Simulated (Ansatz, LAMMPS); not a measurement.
# Which site? Cd in place of Zn in amorphous Zn22Hg13S35 (70 atoms), part 2 of 4

At which site of amorphous Zn22Hg13S35 (70 atoms) does Cd in place of Zn cost least, and what about the site decides it?

Ansatz 0.2.0; Kohn-Sham DFT, PBE, PAW (set soft_2, large core), plane waves.

The cell: 22 Zn, 13 Hg and 35 S. The quench rate of 100 K/ps is many orders above laboratory rates. The network of bonds at the start is that of the classical potential that made the cell. The Brillouin zone is sampled at Γ only, in a cell whose shortest periodic width is 12 Å. No spin–orbit coupling is included.

So far. Step 2 (Single point at the start): The r.m.s. force at the start is 0.49 eV/Å.

## 3. Relaxation

With the cell held, the atoms are moved downhill towards a nearby minimum.

Contents of input.yaml:

```yaml
crystal:
  lattice:
    - [11.5811, 0.0, 0.0]
    - [0.0, 11.5811, 0.0]
    - [0.0, 0.0, 11.5811]
  atoms:
    [... the 70 atom lines of step 2 ...]
kpoints:
  mp_grid: { grid: [1, 1, 1] }
hamiltonian:
  xc: pbe
  pseudopotentials: { kind: paw, core: large }
scf:
  occupations: { method: fermi_dirac, width: 0.05 }
output:
  forces: true
relax:
  f_tol: 0.05
  max_steps: 120
```

On the command line:

```bash
$ ansatz run input.yaml --threads 4 --pin off --max-ram 8192MiB --backend cpu --events-out ev --progress --plain --runs-dir out
```

Numbers of over 12 decimals in the logs are rounded to 6 here.

What it wrote:

```text
[...]
Crystal: 70 atoms, lattice volume = 1553.279 Å³
Basis set: ecut = 420 eV, 30551 PW (Γ), exchange–correlation on 160×160×160 points (8 copies of the dense FFT grid, shifted against one another)
Bands: 385, of which v1, the nominal top of the filled ones, is band 315 counted from 1 (314 counted from 0)
Symmetry: 1 space group operations
[...]
k-points: 1
[...]
SCF iter   1: F=—  HF=-247726.557456 eV  |F-HF|=—  |Δ(HF+E_count)|=         —  Δρ=4.06e-2  dr2=5.09e1  ethr=3.10e-3  ⟨swp⟩=7.0  Hψ=1494  notcnv=0  defer=17
[...]
SCF iter  10: F=-247716.607793 eV  HF=-247716.607821 eV  |F-HF|=2.74e-5  |Δ(HF+E_count)|=   1.25e-5  Δρ=3.43e-5  dr2=3.28e-5  ethr=9.92e-9  ⟨swp⟩=2.0  Hψ=1317  notcnv=0
SCF 1 converged in 10 iterations: F = -247716.607793 eV  dr2 = 3.28e-5
[...]
relax step   1: F+E_penalty+E_count = -247716.60779342 eV  Δ(F+E_penalty+E_count) = +0.000e0 eV  max|allowed force component| = 1.631e0 eV/Å  Δτ_max = 0.0000 Å  (10 SCF iters, dr2 threshold 6.25e-5 eV, accepted)
[...]
relax step   2: F+E_penalty+E_count = -247720.26170773 eV  Δ(F+E_penalty+E_count) = -3.654e0 eV  max|allowed force component| = 9.160e-1 eV/Å  Δτ_max = 0.1960 Å  (7 SCF iters, dr2 threshold 1.00e-4 eV, accepted)
[...]
relax step   3: F+E_penalty+E_count = -247722.90628836 eV  Δ(F+E_penalty+E_count) = -2.645e0 eV  max|allowed force component| = 9.197e-1 eV/Å  Δτ_max = 0.1994 Å  (9 SCF iters, dr2 threshold 5.24e-5 eV, accepted)
relax step   4: F+E_penalty+E_count = -247724.11256249 eV  Δ(F+E_penalty+E_count) = -1.206e0 eV  max|allowed force component| = 8.986e-1 eV/Å  Δτ_max = 0.2000 Å  (7 SCF iters, dr2 threshold 1.00e-4 eV, accepted)
relax step   5: F+E_penalty+E_count = -247725.14213684 eV  Δ(F+E_penalty+E_count) = -1.030e0 eV  max|allowed force component| = 6.629e-1 eV/Å  Δτ_max = 0.1958 Å  (7 SCF iters, dr2 threshold 1.00e-4 eV, accepted)
relax step   6: F+E_penalty+E_count = -247726.08562856 eV  Δ(F+E_penalty+E_count) = -9.435e-1 eV  max|allowed force component| = 9.089e-1 eV/Å  Δτ_max = 0.1940 Å  (8 SCF iters, dr2 threshold 1.00e-4 eV, accepted)
relax step   7: F+E_penalty+E_count = -247726.88746124 eV  Δ(F+E_penalty+E_count) = -8.018e-1 eV  max|allowed force component| = 7.600e-1 eV/Å  Δτ_max = 0.2000 Å  (8 SCF iters, dr2 threshold 1.00e-4 eV, accepted)
relax step   8: F+E_penalty+E_count = -247727.50020451 eV  Δ(F+E_penalty+E_count) = -6.127e-1 eV  max|allowed force component| = 2.995e-1 eV/Å  Δτ_max = 0.1952 Å  (8 SCF iters, dr2 threshold 1.00e-4 eV, accepted)
relax step   9: F+E_penalty+E_count = -247728.06188211 eV  Δ(F+E_penalty+E_count) = -5.617e-1 eV  max|allowed force component| = 3.285e-1 eV/Å  Δτ_max = 0.2000 Å  (8 SCF iters, dr2 threshold 1.39e-5 eV, accepted)
relax step  10: F+E_penalty+E_count = -247728.57727542 eV  Δ(F+E_penalty+E_count) = -5.154e-1 eV  max|allowed force component| = 3.472e-1 eV/Å  Δτ_max = 0.1948 Å  (7 SCF iters, dr2 threshold 1.68e-5 eV, accepted)
relax step  11: F+E_penalty+E_count = -247728.95438061 eV  Δ(F+E_penalty+E_count) = -3.771e-1 eV  max|allowed force component| = 2.969e-1 eV/Å  Δτ_max = 0.1965 Å  (6 SCF iters, dr2 threshold 1.00e-4 eV, accepted)
relax step  12: F+E_penalty+E_count = -247729.25237025 eV  Δ(F+E_penalty+E_count) = -2.980e-1 eV  max|allowed force component| = 2.189e-1 eV/Å  Δτ_max = 0.1951 Å  (6 SCF iters, dr2 threshold 6.45e-5 eV, accepted)
relax step  13: F+E_penalty+E_count = -247729.52119953 eV  Δ(F+E_penalty+E_count) = -2.688e-1 eV  max|allowed force component| = 2.134e-1 eV/Å  Δτ_max = 0.1985 Å  (7 SCF iters, dr2 threshold 2.60e-5 eV, accepted)
relax step  14: F+E_penalty+E_count = -247729.75835928 eV  Δ(F+E_penalty+E_count) = -2.372e-1 eV  max|allowed force component| = 2.154e-1 eV/Å  Δτ_max = 0.1960 Å  (7 SCF iters, dr2 threshold 2.47e-5 eV, accepted)
relax step  15: F+E_penalty+E_count = -247729.96339947 eV  Δ(F+E_penalty+E_count) = -2.050e-1 eV  max|allowed force component| = 1.601e-1 eV/Å  Δτ_max = 0.2000 Å  (6 SCF iters, dr2 threshold 4.41e-5 eV, accepted)
relax step  16: F+E_penalty+E_count = -247730.08736771 eV  Δ(F+E_penalty+E_count) = -1.240e-1 eV  max|allowed force component| = 1.526e-1 eV/Å  Δτ_max = 0.1949 Å  (7 SCF iters, dr2 threshold 1.42e-5 eV, accepted)
relax step  17: F+E_penalty+E_count = -247730.16022684 eV  Δ(F+E_penalty+E_count) = -7.286e-2 eV  max|allowed force component| = 2.458e-1 eV/Å  Δτ_max = 0.1956 Å  (7 SCF iters, dr2 threshold 1.29e-5 eV, accepted)
relax step  18: F+E_penalty+E_count = -247730.20725255 eV  Δ(F+E_penalty+E_count) = -4.703e-2 eV  max|allowed force component| = 1.507e-1 eV/Å  Δτ_max = 0.1138 Å  (6 SCF iters, dr2 threshold 5.49e-5 eV, accepted)
relax step  19: F+E_penalty+E_count = -247730.27152221 eV  Δ(F+E_penalty+E_count) = -6.427e-2 eV  max|allowed force component| = 1.766e-1 eV/Å  Δτ_max = 0.1928 Å  (7 SCF iters, dr2 threshold 8.55e-6 eV, accepted)
[...]
relax step  24: F+E_penalty+E_count = -247730.46319228 eV  Δ(F+E_penalty+E_count) = +1.472e-2 eV  max|allowed force component| = 2.264e-1 eV/Å  Δτ_max = 0.2000 Å  (8 SCF iters, dr2 threshold 5.76e-6 eV, rejected (line search))
relax step  25: F+E_penalty+E_count = -247730.51436959 eV  Δ(F+E_penalty+E_count) = -3.646e-2 eV  max|allowed force component| = 9.520e-2 eV/Å  Δτ_max = 0.0978 Å  (10 SCF iters, accepted)
relax step  26: F+E_penalty+E_count = -247730.52865498 eV  Δ(F+E_penalty+E_count) = -1.429e-2 eV  max|allowed force component| = 1.212e-1 eV/Å  Δτ_max = 0.0969 Å  (7 SCF iters, dr2 threshold 7.19e-6 eV, accepted)
relax step  27: F+E_penalty+E_count = -247730.53719570 eV  Δ(F+E_penalty+E_count) = -8.541e-3 eV  max|allowed force component| = 1.465e-1 eV/Å  Δτ_max = 0.0729 Å  (6 SCF iters, dr2 threshold 1.47e-5 eV, accepted)
[...]
relax step  30: F+E_penalty+E_count = -247730.55939597 eV  Δ(F+E_penalty+E_count) = -8.774e-7 eV  max|allowed force component| = 3.639e-2 eV/Å  Δτ_max = 0.0000 Å  (4 SCF iters, accepted)
relax step  31: F+E_penalty+E_count = -247730.56663665 eV  Δ(F+E_penalty+E_count) = -7.241e-3 eV  max|allowed force component| = 6.638e-2 eV/Å  Δτ_max = 0.0912 Å  (9 SCF iters, accepted)
[...]
relax step  46: F+E_penalty+E_count = -247731.42077798 eV  Δ(F+E_penalty+E_count) = -7.137e-2 eV  max|allowed force component| = 1.412e-1 eV/Å  Δτ_max = 0.1906 Å  (7 SCF iters, dr2 threshold 9.38e-6 eV, accepted)
relax step  47: F+E_penalty+E_count = -247731.47986465 eV  Δ(F+E_penalty+E_count) = -5.909e-2 eV  max|allowed force component| = 1.123e-1 eV/Å  Δτ_max = 0.1949 Å  (6 SCF iters, dr2 threshold 1.83e-5 eV, accepted)
relax step  48: F+E_penalty+E_count = -247731.46446590 eV  Δ(F+E_penalty+E_count) = +1.540e-2 eV  max|allowed force component| = 2.283e-1 eV/Å  Δτ_max = 0.2000 Å  (8 SCF iters, dr2 threshold 7.99e-6 eV, rejected (line search))
relax step  49: F+E_penalty+E_count = -247731.52988846 eV  Δ(F+E_penalty+E_count) = -5.002e-2 eV  max|allowed force component| = 6.947e-2 eV/Å  Δτ_max = 0.0980 Å  (10 SCF iters, accepted)
relax step  50: F+E_penalty+E_count = -247731.54727241 eV  Δ(F+E_penalty+E_count) = -1.738e-2 eV  max|allowed force component| = 8.324e-2 eV/Å  Δτ_max = 0.0979 Å  (9 SCF iters, accepted)
relax step  51: F+E_penalty+E_count = -247731.56435747 eV  Δ(F+E_penalty+E_count) = -1.709e-2 eV  max|allowed force component| = 8.099e-2 eV/Å  Δτ_max = 0.0977 Å  (7 SCF iters, dr2 threshold 2.65e-6 eV, accepted)
relax step  52: F+E_penalty+E_count = -247731.61184632 eV  Δ(F+E_penalty+E_count) = -4.749e-2 eV  max|allowed force component| = 1.763e-1 eV/Å  Δτ_max = 0.1992 Å  (8 SCF iters, dr2 threshold 6.21e-6 eV, accepted)
relax step  53: F+E_penalty+E_count = -247731.69150170 eV  Δ(F+E_penalty+E_count) = -7.966e-2 eV  max|allowed force component| = 2.510e-1 eV/Å  Δτ_max = 0.1913 Å  (6 SCF iters, dr2 threshold 2.94e-5 eV, accepted)
relax step  54: F+E_penalty+E_count = -247731.79831822 eV  Δ(F+E_penalty+E_count) = -1.068e-1 eV  max|allowed force component| = 2.007e-1 eV/Å  Δτ_max = 0.1945 Å  (5 SCF iters, dr2 threshold 6.30e-5 eV, accepted)
relax step  55: F+E_penalty+E_count = -247731.88014144 eV  Δ(F+E_penalty+E_count) = -8.182e-2 eV  max|allowed force component| = 1.804e-1 eV/Å  Δτ_max = 0.1971 Å  (6 SCF iters, dr2 threshold 2.58e-5 eV, accepted)
relax step  56: F+E_penalty+E_count = -247731.93471384 eV  Δ(F+E_penalty+E_count) = -5.457e-2 eV  max|allowed force component| = 1.238e-1 eV/Å  Δτ_max = 0.1947 Å  (6 SCF iters, dr2 threshold 2.08e-5 eV, accepted)
relax step  57: F+E_penalty+E_count = -247731.93110727 eV  Δ(F+E_penalty+E_count) = +3.607e-3 eV  max|allowed force component| = 1.612e-1 eV/Å  Δτ_max = 0.2000 Å  (8 SCF iters, dr2 threshold 7.22e-6 eV, rejected (line search))
relax step  58: F+E_penalty+E_count = -247731.96440365 eV  Δ(F+E_penalty+E_count) = -2.969e-2 eV  max|allowed force component| = 7.204e-2 eV/Å  Δτ_max = 0.0975 Å  (10 SCF iters, accepted)
relax step  59: F+E_penalty+E_count = -247731.96964652 eV  Δ(F+E_penalty+E_count) = -5.243e-3 eV  max|allowed force component| = 6.810e-2 eV/Å  Δτ_max = 0.1000 Å  (9 SCF iters, accepted)
[...]
relax step  60: F+E_penalty+E_count = -247731.97447285 eV  Δ(F+E_penalty+E_count) = -4.826e-3 eV  max|allowed force component| = 4.027e-2 eV/Å  Δτ_max = 0.0334 Å  (8 SCF iters, accepted)
SCF converged after 8 iterations
Free energy (F): -247731.974473 eV
[...]
Internal energy: -247731.974326 eV  (E = F + TS)
E sigma→0 (E₀):  -247731.974399 eV
Entropy (-TS):   -0.000147 eV (-0.002 meV/atom)
Fermi energy:    6.815203 eV
[...]
--- Forces (eV/Å), atoms counted from 1 ---
  atom   1  Zn     0.00762838     0.00002069    -0.00914600
  atom   2  Zn     0.00468813    -0.00124402     0.00232190
  atom   3  Zn    -0.00252535     0.02457214    -0.00354134
  atom   4  Zn    -0.00314420     0.01218870     0.01789026
  atom   5  Zn    -0.00301253     0.00988493     0.00011735
  atom   6  Zn    -0.00337913    -0.01027490     0.00731663
  atom   7  Zn    -0.00827489    -0.00484103     0.00442758
  atom   8  Zn    -0.00128876    -0.00214252     0.00310963
  atom   9  Zn    -0.00664405     0.00585032    -0.00061839
  atom  10  Zn     0.00132566     0.00470889    -0.01383657
  atom  11  Zn    -0.00051714    -0.00773696    -0.00515413
  atom  12  Zn     0.00613159     0.00238598    -0.00608296
  atom  13  Zn     0.00197561    -0.00755873     0.00733042
  atom  14  Zn    -0.00737051     0.00074174     0.00310194
[...]
atom  69  S      0.00021305    -0.00464763    -0.01046602
  atom  70  S      0.01535403     0.00143411     0.04026589
  max |Σ_I F_I| component: 3.40e-5 eV/Å
--- Relaxed structure (60 steps of the walk, 57 accepted, 0 SCFs on fresh bases) ---
  F+E_penalty+E_count = -247731.97447285 eV   max|allowed force component| = 4.027e-2 eV/Å
  atoms:
    - { symbol: Zn, position: [0.691841, 0.529930, 0.966347] }
    - { symbol: Zn, position: [0.309053, 0.829614, 0.442431] }
    - { symbol: Zn, position: [0.191577, 0.127540, 0.582693] }
    - { symbol: Zn, position: [0.578126, 0.724007, 0.694461] }
[...]
- { symbol: S, position: [0.632670, 0.580861, 0.146145] }
```

It took 10 min on 4 threads of Arm Neoverse V2, shared host; peak memory 2 GiB.

The relaxation converged after 60 steps, 15.4 eV below its start, with a largest force component of 0.040 eV/Å.

## 4. Single point at the relaxed geometry

One more single point at the end of the walk gives the fuller output and checks the residual forces.

Contents of input.yaml:

```yaml
crystal:
  lattice:
    - [11.5811, 0.0, 0.0]
    - [0.0, 11.5811, 0.0]
    - [0.0, 0.0, 11.5811]
  atoms:
    - { symbol: Zn, position: [0.69184, 0.52993, 0.96635] }
    - { symbol: Zn, position: [0.30905, 0.82961, 0.44243] }
    - { symbol: Zn, position: [0.19158, 0.12754, 0.58269] }
    - { symbol: Zn, position: [0.57813, 0.72401, 0.69446] }
    - { symbol: Zn, position: [0.05159, 0.01631, 0.2859] }
    - { symbol: Zn, position: [0.02487, 0.01852, 0.88966] }
    [... 58 atom lines left out ...]
    - { symbol: S, position: [0.76925, 0.27863, 0.59511] }
    - { symbol: S, position: [0.02588, 0.05884, 0.684] }
    - { symbol: S, position: [0.07928, 0.82199, 0.86374] }
    - { symbol: S, position: [0.55597, 0.66744, 0.88374] }
    - { symbol: S, position: [0.76141, 0.81622, 0.70278] }
    - { symbol: S, position: [0.63267, 0.58086, 0.14614] }
kpoints:
  mp_grid: { grid: [1, 1, 1] }
hamiltonian:
  xc: pbe
  pseudopotentials: { kind: paw, core: large }
scf:
  occupations: { method: fermi_dirac, width: 0.05 }
output:
  forces: true
  stress: true
  populations: intrinsic
  dos:
    method: { smearing: { sigma: 0.08 } }
    de: 0.1
    projected: { site_lists: { Hg: [Hg], S: [S], Zn: [Zn] } }
  eigenvalues: true
  write_density: true
  write_potential: true
  volumetric_format: npy
  elf: true
```

What it wrote:

```text
[...]
Crystal: 70 atoms, lattice volume = 1553.279 Å³
Basis set: ecut = 420 eV, 30551 PW (Γ), exchange–correlation on 160×160×160 points (8 copies of the dense FFT grid, shifted against one another)
Bands: 385, of which v1, the nominal top of the filled ones, is band 315 counted from 1 (314 counted from 0)
Symmetry: 1 space group operations
[...]
k-points: 1
[...]
SCF iter   1: F=—  HF=-247743.801446 eV  |F-HF|=—  |Δ(HF+E_count)|=         —  Δρ=4.08e-2  dr2=4.67e1  ethr=3.10e-3  ⟨swp⟩=6.0  Hψ=1618  notcnv=0  defer=19
[...]
SCF iter  13: F=-247731.974469 eV  HF=-247731.974468 eV  |F-HF|=7.54e-8  |Δ(HF+E_count)|=   3.98e-8  Δρ=1.88e-6  dr2=8.19e-8  ethr=1.59e-11  ⟨swp⟩=14.0  Hψ=3319  notcnv=0
SCF 1 converged in 13 iterations: F = -247731.974469 eV  dr2 = 8.19e-8
[...]
SCF converged after 13 iterations
Free energy (F): -247731.974469 eV
[...]
Internal energy: -247731.974321 eV  (E = F + TS)
E sigma→0 (E₀):  -247731.974395 eV
Entropy (-TS):   -0.000147 eV (-0.002 meV/atom)
Fermi energy:    6.815209 eV
[...]
--- Forces (eV/Å), atoms counted from 1 ---
  atom   1  Zn     0.00792153    -0.00029404    -0.00970813
  atom   2  Zn     0.00492124    -0.00102177     0.00230176
  atom   3  Zn    -0.00280609     0.02452084    -0.00340278
  atom   4  Zn    -0.00323769     0.01175530     0.01754491
  atom   5  Zn    -0.00312786     0.01034774     0.00053601
  atom   6  Zn    -0.00358921    -0.01011584     0.00714386
  atom   7  Zn    -0.00831925    -0.00454435     0.00478897
  atom   8  Zn    -0.00105460    -0.00140783     0.00363688
  atom   9  Zn    -0.00668481     0.00576016    -0.00055847
  atom  10  Zn     0.00168512     0.00477263    -0.01406192
  atom  11  Zn    -0.00018328    -0.00741941    -0.00495537
  atom  12  Zn     0.00648185     0.00308977    -0.00686613
  atom  13  Zn     0.00213997    -0.00759933     0.00700569
  atom  14  Zn    -0.00746235     0.00100091     0.00302044
[...]
atom  69  S      0.00002658    -0.00433251    -0.01030382
  atom  70  S      0.01533820     0.00136370     0.04111150
  max |Σ_I F_I| component: 3.36e-5 eV/Å
--- Stress (GPa, compression-positive) ---
        2.220051       0.124090      -0.453268
        0.124090       1.634315       0.116526
       -0.453268       0.116526       1.737698
  P = ⅓ Tr σ = 1.8640 GPa (18.640 kbar)
--- Band table (eV) ---
[...]
--- intrinsic populations: 70 sites ---
  site symbol       q [e]
     0     Zn     10.7511
     1     Zn     10.7634
     2     Zn     10.7924
[...]
69      S      7.2875
  spilling = -0.000000 (of n_electrons = 630.000000)
```

Elapsed: 27 s, on 4 threads; peak memory 2 GiB; 1.7 min of CPU time.

The run gave:

```
free energy                                      : -247731.9745 eV
free energy per atom                             : -3539.0282 eV/atom
SCF cycles                                       : 13
pressure                                         : 1.864 GPa
r.m.s. force component                           : 0.00907 eV/Å
longest force                                    : 0.0439 eV/Å
Fermi energy                                     : 6.815 eV
gap (highest filled to lowest empty level) : 0.9577 eV
```

Intrinsic-atomic-orbital charges by element:

| element | coordination | atoms | mean charge (e) | spread | least | most |
| --- | --- | --- | --- | --- | --- | --- |
| Hg | all | 13 | 0.903 | 0.199 | 0.368 | 1.06 |
| S | all | 35 | -1.11 | 0.214 | -1.29 | -0.117 |
| Zn | all | 22 | 1.23 | 0.0196 | 1.15 | 1.25 |

Density of states as counts of states in windows of 1 eV (from the Fermi level), total and the larger projections:

```csv
from (eV),to (eV),total,Zn d,S p,Hg d,Zn s
-10,-9,0.0,0.0,0.0,0.0,0.0
-9,-8,7.2,0.9,1.3,4.4,0.2
-8,-7,204.2,123.7,16.8,59.9,1.7
-7,-6,142.1,81.1,5.6,51.7,1.1
-6,-5,35.2,3.9,16.3,4.6,4.6
-5,-4,31.5,2.1,18.7,2.1,2.8
-4,-3,38.2,1.9,30.3,1.4,1.2
-3,-2,51.8,2.4,44.2,1.5,0.6
-2,-1,44.6,1.6,38.2,1.5,0.4
-1,0,5.3,0.2,4.0,0.2,0.1
0,1,5.0,0.0,2.1,0.1,0.5
1,2,21.5,0.1,7.7,0.3,2.6
2,3,26.8,0.1,6.3,0.1,6.5
3,4,32.7,0.1,5.7,0.1,7.5
4,5,39.2,0.1,3.3,0.1,3.6
```

The curve was stored every 0.10 eV, coarse against its broadening of 0.08 eV, so these counts are rough.

Between -17 and -10 eV lie 70 more states.

The levels nearest the highest filled one (over half full), pooled over k-points and spins:

```
level less the highest filled one (eV)  occupation
                                -0.719           2
                                -0.670           2
                                -0.557           2
                                -0.476           2
                                -0.267           2
                                     0           2
                                 0.958           0
                                  1.35           0
                                  1.52           0
                                  1.61           0
                                  1.79           0
                                  1.88           0
```

Valence density in the ac plane at fractional y = 0.830, with atoms of Zn and Hg and S within 0.2 Å of it. It is the smooth field of the valence electrons, not physical close to the nuclei.

Ten steps, logarithmic in the rise over the least value, from '0' (0 e/Å³) to '9' (25 e/Å³), each cell a mean:
```
011110000000134553200000000000000
123321000000012321100001110000000
232332100000000000000011111000001
232232222210000000000011111000001
223322345431000000000011221100001
111112455542100000000012333210000
000001355542111100000123323310000
000000233322333321000123333310000
210000001112323321000012232211123
531000000012333321000000111001345
542000000011232210000000000012355
431000001222111000000000001111345
210000013787310000000000135531122
000000013898311000000000259952100
000000002454222210000000158842110
100000000111223321100000012222222
210000000001123332100000000123333
320000000000122221100000000123323
210000000000001110000000000113333
100000000000000000000000011222221
000000000000000000000111124432110
000000001111112322101111235543100
000000001111235554211111234442100
000000000111245555210011112221000
```
Columns run along a (11.6 Å), rows up along c (11.6 Å). Atoms in or near the plane, at fractional coordinates: Zn at (0.31, 0.44), Zn at (0.81, 0.42), Hg at (0.47, 0.01), S at (0.42, 0.62), S at (0.94, 0.27), S at (0.08, 0.86), S at (0.76, 0.70).

ELF in the ac plane at fractional y = 0.830, with atoms of Zn and Hg and S within 0.2 Å of it. It is the smooth field of the valence electrons, not physical close to the nuclei.

Ten even steps from '0' (0.00) to '9' (0.90), each cell a mean:
```
478863001223343223311111111111001
799997300012334443210122221100003
873488521110112221000133332100025
972278433331000000000123322110136
898885322343100000000124555421125
567653300033222211111357878752112
112223421133577642112478425873111
110012344336888984211489647972112
432100122258733896211369999831234
343200000258965885200125675312432
133210001136999863000000111123420
342111111111355310000000111123433
321122211000111100000011111112344
110011111000123331000011100002221
100000111111368764200001110012332
631000001123798887410000111136887
973100000125888997421000011379867
984100000014788985311000001588415
873000000001356642110000011369878
631000000000011110001222223335788
200000001122112111124664233333333
000000012233333433126775332234311
000000023333332123225765333344310
012100012333330003322443223333200
```
Columns run along a (11.6 Å), rows up along c (11.6 Å). Atoms in or near the plane, at fractional coordinates: Zn at (0.31, 0.44), Zn at (0.81, 0.42), Hg at (0.47, 0.01), S at (0.42, 0.62), S at (0.94, 0.27), S at (0.08, 0.86), S at (0.76, 0.70).

The highest filled and lowest empty levels differ by 0.958 eV (at Γ alone); a semilocal functional tends to put such gaps too low. In a disordered cell it changes from sample to sample, and tail or defect levels can set it. Mean intrinsic-atomic-orbital charges: Hg +0.90, S -1.11, Zn +1.23 e. The largest share in the top eV of filled states is S p (86 % of the projected weight), and in the lowest eV of empty states S p (46 % of the projected weight).

(Continued in part 3 of 4.)

[Logs are printed without paths, hosts, clocks, repeated set-up lines and the standing remarks that a program may print on its own settings, such as how far it seeks lower states.]

[Hosts, paths, dates, database ids (printed as entryN), source tags and the programs' standing remarks are cut or masked in the printed files.]
